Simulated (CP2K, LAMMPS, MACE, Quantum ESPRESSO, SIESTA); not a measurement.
# Ranking relaxed geometries by hand: amorphous Hg33S25Se8 (66 atoms)

The cell holds 66 atoms (33 Hg, 25 S and 8 Se). Recipe: 66 atoms (33 Hg, 25 S, 8 Se) placed at random at 7.67 g/cm³, melted at 2500 K for 10 ps at fixed volume with the Stillinger-Weber II-VI potential (Zhou et al., Phys. Rev. B 88, 085309 (2013)). Quenched from 2500 K to 500 K at 300 K/ps and fixed volume, held 5 ps, then minimised at fixed cell.

Each method relaxed the atoms from this start in the fixed cell; Quantum ESPRESSO 7.5 (PBE; plane waves, SSSP efficiency, 55/440 Ry; k-points Γ) then solved the start and every end.

```
                geometry  free energy (eV)  r.m.s. force (eV/Å)
                   start       -152177.921                0.371
end of MACE MPA-0 medium       -152191.937                0.124
 end of CP2K double zeta       -152193.164                0.066
       end of SIESTA DZP       -152190.732                0.219
```

**Question.** Find the energy that each relaxation gains per atom at this level, and what share of the best gain each reaches. Compare the gap between best and worst with kT at 300 K (25.9 meV).

**Working.**

MACE MPA-0 medium: -152177.921 − (-152191.937) = 14.016 eV, or 212.4 meV an atom; 92 % of the best.

CP2K double zeta: -152177.921 − (-152193.164) = 15.242 eV, or 230.9 meV an atom; 100 % of the best.

SIESTA DZP: -152177.921 − (-152190.732) = 12.811 eV, or 194.1 meV an atom; 84 % of the best.

CP2K double zeta gains most. SIESTA DZP ends 2.431 eV higher for the cell, 36.8 meV an atom, which is 1.4 kT an atom and 94 kT for the cell.

Limits: no end is a minimum of this level; CP2K double zeta and SIESTA DZP stopped short of the threshold.

[Logs are printed without paths, hosts, clocks, repeated set-up lines and the standing remarks that a program may print on its own settings, such as how far it seeks lower states.]

[Hosts, paths, dates, database ids (printed as entryN), source tags and the programs' standing remarks are cut or masked in the printed files.]
